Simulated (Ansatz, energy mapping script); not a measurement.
## BaMnO2 in the infinite layer structure: a spin model with pencil and paper

A handful of total energies of BaMnO2 in the infinite layer structure fix a spin model. One order is withheld as a test.

Method: PBE with U = 2.64 eV on Mn d, ortho-atomic projectors; plane waves, U on orthogonalised atomic orbitals unless named otherwise, collinear spin, no spin–orbit coupling, in Ansatz 0.2.0.

## 1. The starting structure

The structure is tetragonal, space group P4/mmm (No. 123). Conventional cell: a = 4.127 Å, b = 4.127 Å, c = 3.715 Å, α = 90.00°, β = 90.00°, γ = 90.00°. Nearest to Ba lie 8 O at 2.78 Å. Mn has 4 O at 2.06 Å nearest. Nearest to O lie 2 Mn at 2.06 Å and 4 Ba at 2.78 Å. infinite layer prototype, lattice guessed from radii. Farther neighbours and most contacts between anions are not listed.

Structure file:

```cif
data_structure
_symmetry_space_group_name_H-M 'P4/mmm'
_symmetry_Int_Tables_number 123
_cell_length_a 4.1272
_cell_length_b 4.1272
_cell_length_c 3.7147
_cell_angle_alpha 90.000
_cell_angle_beta 90.000
_cell_angle_gamma 90.000
_cell_volume 63.28
loop_
_atom_site_label
_atom_site_type_symbol
_atom_site_symmetry_multiplicity
_atom_site_Wyckoff_symbol
_atom_site_fract_x
_atom_site_fract_y
_atom_site_fract_z
_atom_site_occupancy
Ba1 Ba 1 d 0.50000 0.50000 0.50000 1
Mn1 Mn 1 a 0.00000 0.00000 0.00000 1
O1 O 2 f 0.50000 0.00000 0.00000 1
```

This cell was built for the study (infinite layer prototype, lattice guessed from radii), not taken from an experiment; the compound need not form in this structure.

The cell was relaxed beforehand in Ansatz under PBEsol with U = 4 eV on Mn d, ortho-atomic projectors, from parallel moments.

## 2. Two of the runs

The parallel order and one order with opposed moments, in one cell and on one mesh:

Input file input.yaml:

```yaml
crystal:
  lattice:
    - [4.127187672, 0.0, 0.0]
    - [0.0, 4.127187672, 3.714721928]
    - [0.0, -4.127187672, 3.714721928]
  atoms:
    - { symbol: Ba, position: [0.5, 0.5, 0.0] }
    - { symbol: Ba, position: [0.5, 0.0, 0.5] }
    - { symbol: Mn, position: [0.0, 0.0, 0.0], spin: 4.5 }
    - { symbol: Mn, position: [0.0, 0.5, 0.5], spin: 4.5 }
    - { symbol: O, position: [0.5, 0.0, 0.0] }
    - { symbol: O, position: [0.5, 0.5, 0.5] }
    - { symbol: O, position: [0.0, 0.25, 0.75] }
    - { symbol: O, position: [0.0, 0.75, 0.25] }
magnetization:
  spin_polarized: true
kpoints:
  mp_grid: { grid: [10, 7, 7] }
hamiltonian:
  xc: pbe
  hubbard:
    sites:
      - { species: Mn, l: d, u_eff: 2.64 }
      - { site: 2, l: d, u_eff: 2.64, starting_ns: [{ spin: up, occupation_matrix: mn2_major }, { spin: down, occupation_matrix: mn2_minor }] }
      - { site: 3, l: d, u_eff: 2.64, starting_ns: [{ spin: up, occupation_matrix: mn2_major }, { spin: down, occupation_matrix: mn2_minor }] }
    projectors: ortho-atomic
    occupation_matrices:
      mn2_major:
        matrix:
          - [0.948, 0.0, 0.0, 0.0, 0.0]
          - [0.0, 0.996, 0.0, 0.0, 0.0]
          - [0.0, 0.0, 0.996, 0.0, 0.0]
          - [0.0, 0.0, 0.0, 0.811, 0.0]
          - [0.0, 0.0, 0.0, 0.0, 0.998]
      mn2_minor:
        matrix:
          - [0.254, 0.0, 0.0, 0.0, 0.0]
          - [0.0, 0.052, 0.0, 0.0, 0.0]
          - [0.0, 0.0, 0.052, 0.0, 0.0]
          - [0.0, 0.0, 0.0, 0.185, 0.0]
          - [0.0, 0.0, 0.0, 0.0, 0.083]
scf:
  occupations: { method: fermi_dirac, width: 0.05 }
output:
  eigenvalues: true
```

Started as:

```bash
> ansatz run input.yaml --threads 4 --pin off --max-ram 8192MiB --backend cpu --events-out ev --progress --plain --runs-dir out
```

Numbers of over 12 decimals in the logs are rounded to 6 here.

Log:

```text
Engine: ansatz 0.2.0, aarch64-unknown-linux-gnu
Pseudopotentials: kind: paw
Pseudopotential: Ba, paw, valence charge 10, recommended cutoff 420 eV (normal), Ba.paw.azcp
Pseudopotential: Mn, paw, valence charge 15, recommended cutoff 420 eV (normal), Mn.paw.azcp
Pseudopotential: O, paw, valence charge 6, recommended cutoff 420 eV (normal), O.paw.azcp
Functional definition: PBE
  parameter kappa = 0.804
[...]
k-point 0 ↑: bands = [... 33 lower, 8.4237, 8.4630, 8.5228, 8.8294, 8.8309, 8.9876, 9.0172, 9.0186, ... 9 higher]
  k-point 1 ↑: bands = [... 33 lower, 8.3322, 8.4080, 8.5333, 8.7276, 8.7960, 8.9887, 9.0149, 9.0624, ... 9 higher]
  k-point 2 ↑: bands = [... 33 lower, 7.9470, 8.4077, 8.5273, 8.6179, 8.6913, 8.9913, 9.0068, 9.2898, ... 9 higher]
  k-point 95 ↓: bands = [... 33 lower, 12.1801, 12.8873, 13.6386, 13.8391, 14.0270, 14.0425, 14.0868, 14.1968, ... 9 higher]
Occupation matrices written to <dir>
[key lines of the parts left out:]
SCF converged after 14 iterations
Magnetization: 8.4058 μB (41.2029 up, 32.7971 down)
Free energy (F): -21970.234990 eV
Fermi energy:    10.880676 eV
```

It took 34 s on 4 threads of Arm Neoverse V1, shared host; peak memory 1.2 GiB; 2.2 min of CPU time.

Edit input.yaml of step 2 so:

```diff
@@ -9,3 +9,3 @@
     - { symbol: Mn, position: [0.0, 0.0, 0.0], spin: 4.5 }
-    - { symbol: Mn, position: [0.0, 0.5, 0.5], spin: 4.5 }
+    - { symbol: Mn, position: [0.0, 0.5, 0.5], spin: -4.5 }
     - { symbol: O, position: [0.5, 0.0, 0.0] }
@@ -24,3 +24,3 @@
       - { site: 2, l: d, u_eff: 2.64, starting_ns: [{ spin: up, occupation_matrix: mn2_major }, { spin: down, occupation_matrix: mn2_minor }] }
-      - { site: 3, l: d, u_eff: 2.64, starting_ns: [{ spin: up, occupation_matrix: mn2_major }, { spin: down, occupation_matrix: mn2_minor }] }
+      - { site: 3, l: d, u_eff: 2.64, starting_ns: [{ spin: up, occupation_matrix: mn2_minor }, { spin: down, occupation_matrix: mn2_major }] }
     projectors: ortho-atomic
```

Log:

```text
[...]
Crystal: 8 atoms, lattice volume = 126.551 Å³
Basis set: ecut = 420 eV, 2477 PW (Γ)
Bands: 50, of which v1, the nominal top of the filled ones, is band 37 counted from 1 (36 counted from 0)
Symmetry: 8 space group operations
[...]
k-points: 96 of 490
[...]
Starting moments: Σ|m| = 9 μB on 2 of 8 sites
[...]
k-point 1 ↑: bands = [... 33 lower, 8.8961, 8.9881, 9.1310, 9.3819, 10.9791, 12.7120, 13.2035, 13.4791, ... 9 higher]
  k-point 2 ↑: bands = [... 33 lower, 8.7893, 8.8327, 9.1137, 9.5263, 11.3015, 12.7989, 13.0856, 13.4527, ... 9 higher]
  k-point 95 ↓: bands = [... 33 lower, 9.0007, 9.1388, 9.3198, 11.2620, 12.0238, 12.7525, 13.5409, 13.9403, ... 9 higher]
Occupation matrices written to <dir>
[key lines of the parts left out:]
SCF converged after 15 iterations
Magnetization: 0.0000 μB (37.0000 up, 37.0000 down)
Free energy (F): -21969.955764 eV
Fermi energy:    11.222220 eV
```

It took 18 s on 4 threads; peak memory 1.2 GiB.

At zero occupation width the energies are -21970.22719 and -21969.94199 eV for 2 Mn atoms, so ΔE = 1000 × (-21969.94199 − (-21970.22719)) / 2 = 142.60 meV a magnetic atom.

## 3. The orders used, and who is opposed

Each order is measured in this way from the parallel run of its own cell. n counts, for a mean magnetic atom, the neighbours of each shell whose moment is opposed.

| order | ΔE (meV) | n at 3.71 Å (of 2) | n at 4.13 Å (of 4) | n at 5.55 Å (of 8) |
| --- | --- | --- | --- | --- |
| compensated +− in cell A | 142.60 | 2 | 2 | 4 |
| compensated +− in cell B | 78.03 | 0 | 2 | 4 |
| compensated +− in cell C | ? | 0 | 4 | 8 |
| compensated +− in cell D | 24.13 | 2 | 0 | 8 |

Wanted: the couplings, and ΔE of the order “compensated +− in cell C”.

## 4. The equations

With E = −Σ J e·e over ordered pairs of unit vectors, an atom's energy is −Σ J (z − 2n), since each opposed neighbour turns +1 into −1. Against the parallel order, ΔE = 2 Σ n J:

- 4 J₁ + 4 J₂ + 8 J₃ = 142.60
- 4 J₂ + 8 J₃ = 78.03
- 4 J₁ + 16 J₃ = 24.13

Cramer's rule: the determinant of the left side is D = 256.0; with the column of each J replaced by the energies it is D₁ = 4132, D₂ = 6288 and D₃ = -647.0. So J₁ = 16.1 meV, J₂ = 24.6 meV and J₃ = -2.53 meV.

## 5. The order left out

ΔE = 8 × (24.6) + 16 × (-2.53) = 156.06 meV.

## 6. Mean-field temperature

In the lowest order (parallel) a spin feels the field h = 2 J₀ m with J₀ = Σ J (z − 2n) = (16.1) × (2) + (24.6) × (4) + (-2.53) × (8) = 110.3 meV. For classical unit spins m ≈ h/3k_BT near the transition, so k_BT = 2 J₀/3 and T = 2 × 110.3 / (3 × 0.08617) = 853 K.

## 7. Results

```json
{
  "J₁, Mn–Mn at 3.71 Å": "16.1 meV",
  "J₂, Mn–Mn at 4.13 Å": "24.6 meV",
  "J₃, Mn–Mn at 5.55 Å": "-2.53 meV",
  "ΔE predicted for the withheld order": "156 meV",
  "ΔE of the withheld run": "198 meV",
  "mean-field temperature by hand": "853 K"
}
```

What this shows: The hand solution predicts 156.06 meV and the withheld run gave 198.19 meV, a miss of 42.13 meV on a scale of 198 meV. Farther shells, terms beyond the Heisenberg form or the mesh can cause that. A least-squares fit to all 4 orders gives 11.9, 26.7 and -1.47 meV. The least-squares couplings give 919 K in mean field and 572 K by Monte Carlo, which keeps the fluctuations. Every order is gapless on its mesh at this level, so a short model of fixed moments is a rougher picture than for an insulator. This set was picked because its moments stay put and its equations are well conditioned; many sets are less well behaved. Shells left out of the hand model add to these values wherever the orders used reverse them, so each J is partly a sum. The orders cannot split some shells at all: the value at 4.13 Å holds J(4.13) + 2 J(8.50). A fit with one more shell, at 5.84 Å, gives 16, 30, -2.5 and -2.6 meV and 935 K in mean field. The cell was built from a prototype and relaxed; a distortion that needs a larger cell, or another structure that the compound may prefer, is not captured.

[Logs and program files are shortened in this print: banners, set-up blocks, solver, clock and traceback lines can be left out without a mark of their own.]

[Logs are printed without paths, hosts, clocks, repeated set-up lines and the standing remarks that a program may print on its own settings, such as how far it seeks lower states.]

[Hosts, paths, dates, database ids (printed as entryN), source tags and the programs' standing remarks are cut or masked in the printed files.]

[Where a cell is said to come from a database of computed structures, the database is the Materials Project.]
